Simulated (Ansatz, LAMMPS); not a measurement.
# What went wrong? amorphous carbon (106 atoms)

Program: Ansatz 0.2.0. The cell: 106 C.

The input, input.yaml:

```yaml
crystal:
  lattice:
    - [10.737, 0.0, 0.0]
    - [0.0, 10.737, 0.0]
    - [0.0, 0.0, 10.737]
  atoms:
    - { symbol: C, position: [0.68092, 0.9665, 0.69764] }
    - { symbol: C, position: [0.95815, 0.34392, 0.3778] }
    - { symbol: C, position: [0.70664, 0.1126, 0.47028] }
    - { symbol: C, position: [0.47444, 0.7749, 0.02686] }
    - { symbol: C, position: [0.9886, 0.95929, 0.30629] }
    - { symbol: C, position: [0.29589, 0.44016, 0.15221] }
    - { symbol: C, position: [0.22841, 0.19912, 0.82689] }
    - { symbol: C, position: [0.59942, 0.98701, 0.91959] }
    - { symbol: C, position: [0.15673, 0.09085, 0.38334] }
    - { symbol: C, position: [0.49471, 0.45866, 0.60835] }
    - { symbol: C, position: [0.72342, 0.6342, 0.37048] }
    - { symbol: C, position: [0.9762, 0.68801, 0.19638] }
    - { symbol: C, position: [0.61078, 0.90375, 0.14884] }
    - { symbol: C, position: [0.89471, 0.74015, 0.59935] }
    - { symbol: C, position: [0.90697, 0.64089, 0.50625] }
    - { symbol: C, position: [0.08107, 0.20842, 0.82704] }
    - { symbol: C, position: [0.36285, 0.21832, 0.44786] }
    - { symbol: C, position: [0.37126, 0.8172, 0.3355] }
    [... 82 atom lines left out ...]
    - { symbol: C, position: [0.06291, 0.3408, 0.15042] }
    - { symbol: C, position: [0.06852, 0.1603, 0.29076] }
    - { symbol: C, position: [0.0099, 0.31574, 0.0274] }
    - { symbol: C, position: [0.40747, 0.49375, 0.15433] }
    - { symbol: C, position: [0.91404, 0.74085, 0.29674] }
    - { symbol: C, position: [0.47148, 0.08921, 0.88145] }
kpoints:
  mp_grid: { grid: [1, 1, 1] }
hamiltonian:
  xc: pbe
scf:
  occupations: { method: gaussian, width: 0.05 }
  eigensolver: { kind: { support_functions: { accuracy: medium, spacing: 0.45 } } }
  max_iter: 60
output:
  forces: true
```

Launch:

```bash
> ansatz run input.yaml --threads 4 --pin off --max-ram 8192MiB --backend cpu --events-out ev --progress --plain --runs-dir out
```

Numbers of over 12 decimals in the logs are rounded to 6 here.

Log:

```text
Warning: scf.eigensolver.kind.support_functions: disabling space-group detection — the functions' gradient is summed over unrotated k-points, so no spatial operation reduces the k-mesh or symmetrises the density; time reversal is kept, so that k and −k are solved as one point where they differ and the mesh holds both, and exact exchange and, on two spinor components, a DFT+U term hold to it where the run has them: [...]
settings of this run that can trade accuracy for cost: scf.eigensolver.kind.support_functions [...]
Engine: ansatz 0.2.0, aarch64-unknown-linux-gnu
Pseudopotentials: kind: paw
Pseudopotential: C, paw, valence charge 4, recommended cutoff 420 eV (normal), C.paw.azcp
[... 5 lines on functional and potentials left out ...]
Crystal: 106 atoms, lattice volume = 1237.795 Å³
Basis set: ecut = 420 eV, 24111 PW (Γ), exchange–correlation on 144×144×144 points (8 copies of the dense FFT grid, shifted against one another)
Bands: 255, of which v1, the nominal top of the filled ones, is band 212 counted from 1 (211 counted from 0)
Symmetry: 1 space group operations
k-points: 1
[... 3 lines on functional and potentials left out ...]
Initial density: superposition of atomic densities (chi_scale 0.1, normalization cell)
Initial wavefunctions: pseudopotential atomic-orbital guess
Functional: x = pbe(κ = 0.804, μ = 0.219515), c = pbe(β = 0.066725)
SCF iter   1: F=—  HF=-26399.949692 eV  |F-HF|=—  |Δ(HF+E_count)|=         —  Δρ=8.58e-2  dr2=9.71e1  ethr=1.00e-1
preconditioner: auto → Kerker (q_TF=auto, 2.282 Å⁻¹)  [metal: Δε(μ)=0.040 eV  Ē_g=10.704 eV  σ=0.050 eV  W_gap=0.42  n_scr=250 (ndim 8)  ℏωp=21.7 eV  f_vac=0.108  D(μ)=49.71/eV (n_scr^D=436)]
SCF iter   2: F=—  HF=-26434.831272 eV  |F-HF|=—  |Δ(HF+E_count)|=    3.49e1  Δρ=5.62e-2  dr2=5.37e1  ethr=2.29e-2
SCF iter   3: F=—  HF=-26434.906170 eV  |F-HF|=—  |Δ(HF+E_count)|=   7.49e-2  Δρ=4.31e-2  dr2=5.60e1  ethr=1.27e-2  κ⁻¹=1.0e0(r=1)
SCF iter   4: F=—  HF=-26429.834306 eV  |F-HF|=—  |Δ(HF+E_count)|=    5.07e0  Δρ=1.49e-2  dr2=6.00e0  ethr=1.27e-2  κ⁻¹=2.3e-1(r=2)
SCF iter   5: F=—  HF=-26429.935158 eV  |F-HF|=—  |Δ(HF+E_count)|=   1.01e-1  Δρ=1.72e-2  dr2=8.83e0  ethr=1.42e-3  κ⁻¹=7.3e-2(r=3)
SCF iter   6: F=—  HF=-26429.272716 eV  |F-HF|=—  |Δ(HF+E_count)|=   6.62e-1  Δρ=5.80e-3  dr2=1.07e0  ethr=1.42e-3  κ⁻¹=1.7e-2(r=4)
SCF iter   7: F=—  HF=-26429.302949 eV  |F-HF|=—  |Δ(HF+E_count)|=   3.02e-2  Δρ=4.38e-3  dr2=7.01e-1  ethr=2.52e-4  κ⁻¹=6.5e-3(r=5)
SCF iter   8: F=—  HF=-26429.340155 eV  |F-HF|=—  |Δ(HF+E_count)|=   3.72e-2  Δρ=4.23e-3  dr2=6.62e-1  ethr=1.65e-4  κ⁻¹=3.6e-3(r=6)
SCF iter   9: F=—  HF=-26429.351275 eV  |F-HF|=—  |Δ(HF+E_count)|=   1.11e-2  Δρ=1.86e-3  dr2=1.42e-1  ethr=1.56e-4  κ⁻¹=2.1e-3(r=7)
SCF iter  10: F=—  HF=-26429.359950 eV  |F-HF|=—  |Δ(HF+E_count)|=   8.67e-3  Δρ=1.22e-3  dr2=6.13e-2  ethr=3.34e-5  κ⁻¹=1.5e-3(r=7)
[...]
SCF iter  17: F=—  HF=-26429.382394 eV  |F-HF|=—  |Δ(HF+E_count)|=   5.55e-4  Δρ=1.79e-4  dr2=9.69e-4  ethr=2.67e-7  κ⁻¹=9.6e-3(r=7)
SCF iter  18: F=—  HF=-26429.382819 eV  |F-HF|=—  |Δ(HF+E_count)|=   4.25e-4  Δρ=1.58e-4  dr2=1.03e-3  ethr=2.29e-7  κ⁻¹=1.0e-2(r=7)
SCF iter  19: F=—  HF=-26429.383141 eV  |F-HF|=—  |Δ(HF+E_count)|=   3.22e-4  Δρ=5.74e-5  dr2=1.14e-4  ethr=2.29e-7  κ⁻¹=7.3e-3(r=7)
SCF iter  20: F=—  HF=-26429.383457 eV  |F-HF|=—  |Δ(HF+E_count)|=   3.16e-4  Δρ=4.84e-5  dr2=9.01e-5  ethr=2.68e-8  κ⁻¹=5.9e-3(r=7)
SCF iter  21: F=—  HF=-26429.383735 eV  |F-HF|=—  |Δ(HF+E_count)|=   2.78e-4  Δρ=4.00e-5  dr2=5.42e-5  ethr=2.12e-8  κ⁻¹=7.7e-3(r=7)
SCF iter  22: F=—  HF=-26429.383978 eV  |F-HF|=—  |Δ(HF+E_count)|=   2.43e-4  Δρ=2.27e-5  dr2=1.89e-5  ethr=1.28e-8  κ⁻¹=6.0e-3(r=7)
SCF iter  23: F=—  HF=-26429.384199 eV  |F-HF|=—  |Δ(HF+E_count)|=   2.21e-4  Δρ=1.80e-5  dr2=1.13e-5  ethr=4.47e-9  κ⁻¹=5.8e-3(r=7)
SCF iter  24: F=—  HF=-26429.384200 eV  |F-HF|=—  |Δ(HF+E_count)|=   5.68e-7  Δρ=1.10e-5  dr2=5.47e-6  ethr=2.67e-9  κ⁻¹=4.0e-3(r=7)
SCF iter  25: F=—  HF=-26429.384200 eV  |F-HF|=—  |Δ(HF+E_count)|=   7.52e-8  Δρ=1.25e-5  dr2=5.59e-6  ethr=1.29e-9  κ⁻¹=2.5e-3(r=7)
SCF iter  26: F=-26429.384198 eV  HF=-26429.384199 eV  |F-HF|=1.39e-6  |Δ(HF+E_count)|=   3.48e-7  Δρ=6.45e-6  dr2=2.00e-6  ethr=1.29e-9
SCF 1 converged in 26 iterations: F = -26429.391757 eV  dr2 = 2.00e-6
[...]
SCF converged after 26 iterations
Stability not checked: this state was not tested for a lower state beside it, because the mixer in use, unlike msr1, does not test its closes by its own steps (another_mixer; see scf.mixing.algorithm and scf.lower_state_search)
Free energy (F): -26429.391757 eV
Harris-Foulkes:  -26429.391758 eV  (|F-HF|=1.39e-6)
Internal energy: -26429.304194 eV  (E = F + TS)
E sigma→0 (E₀):  -26429.347976 eV
Entropy (-TS):   -0.087562 eV (-0.826 meV/atom)
Fermi energy:    4.007385 eV
--- Per-component energies (eV) ---
  E_band       = -1865.064806
  E_kinetic    = 9615.041916
  E_local      = -25347.188102  (includes V_loc(G=0)·N_el)
  E_nonlocal   = 2263.452155
  E_softening  = 14.093886  (part of E_nonlocal)
  E_grid_corr  = -13.609925  (part of E_nonlocal)
  E_hartree    = 9176.562172
  E_xc         = -5106.038679
  E_vxc        = -6309.323749  (∫ρ·V_xc dr)
  E_paw        = -10288.509002  (= ΣΔE_a)
  E_vpaw       = -440.079784  (= ΣTr[D̂ρ^β])
  E_aug_tail   = 0.000287  (compensation charges beyond the density's cutoff)
  E_ewald      = -6742.617382
  E_smearing   = -0.087562  (= −TS)
  E_closure    = -0.000000  (closes the sum)
  E_support_correction = -0.007559  (second-order, or where that is not computed along the SCF)
  E_support_correction_error = 1.0e-7  (of E_support_correction; not in F)
  Σ components = -26429.391757   (vs F -26429.391757, Δ=0.00e0)
--- Forces (eV/Å), atoms counted from 1 ---
  atom   1  C      1.79178822     2.91993014    -4.04451451
  atom   2  C      1.12455994     4.54746922     1.71469397
  atom   3  C     -3.37092231    -3.15941557     4.57960577
  atom   4  C      2.55325025    -3.95188543    -1.30923851
  atom   5  C     -2.67312706     2.21781928     3.63748534
  atom   6  C      1.43517346    -0.61290922    -2.57364941
  atom   7  C      0.67297874    -3.52920192    -2.14616180
  atom   8  C      1.61663399    -4.30242262     0.36817543
  atom   9  C     -4.58766460     1.71773387     2.11338228
  atom  10  C     -1.98097100     0.97616862    -1.58294131
  atom  11  C      3.30430068     4.23303860    -2.87414158
  atom  12  C      0.17201752    -1.10211481    -5.12644203
  atom  13  C     -1.66591519    -1.55994525    -0.91392454
  atom  14  C     -0.86146801    -1.79298477     2.48162854
[...]
atom 105  C      0.70823400    -3.51631178    -0.31104305
  atom 106  C      1.94580320     3.90965376     2.20163436
  max |Σ_I F_I| component: 3.06e1 eV/Å
--- Band table (eV) ---
  k-point 0: bands = ["-15.2709", "-14.6655", "-14.5923", "-14.4320", [... 204 levels ...], "3.7408", "3.8594", "3.9797", "3.9857", "4.0247", "4.0409", "4.1098", "4.1615", "4.2559", "4.3036", "4.3586", "4.5280"]
  guard bands above this table: 35 of the run's 255 bands (output.publish_guard_bands: true publishes all)
settings of this run that can trade accuracy for cost: scf.eigensolver.kind.support_functions [...]
```

Wall time 71 s (4 threads of Arm Neoverse V2, shared host); peak memory 1.7 GiB.

Against a sound run (Kohn-Sham DFT, PBE, PAW (set soft_2), plane waves):

* r.m.s. difference of force components: 2164 meV/Å
* longest difference of force vectors: 5545 meV/Å
* force difference over r.m.s. force: 179.1 %
* energy difference: 499.5 meV/atom

What is at fault here, and what would mend it?

A grid far too coarse: support_functions.accuracy = "medium" and support_functions.spacing = 0.45.

The fix is to leave the spacing at the level's default.

The run converged all the same, so the exit status doesn't show the fault.

[Logs are printed without paths, hosts, clocks, repeated set-up lines and the standing remarks that a program may print on its own settings, such as how far it seeks lower states.]

[Hosts, paths, dates, database ids (printed as entryN), source tags and the programs' standing remarks are cut or masked in the printed files.]
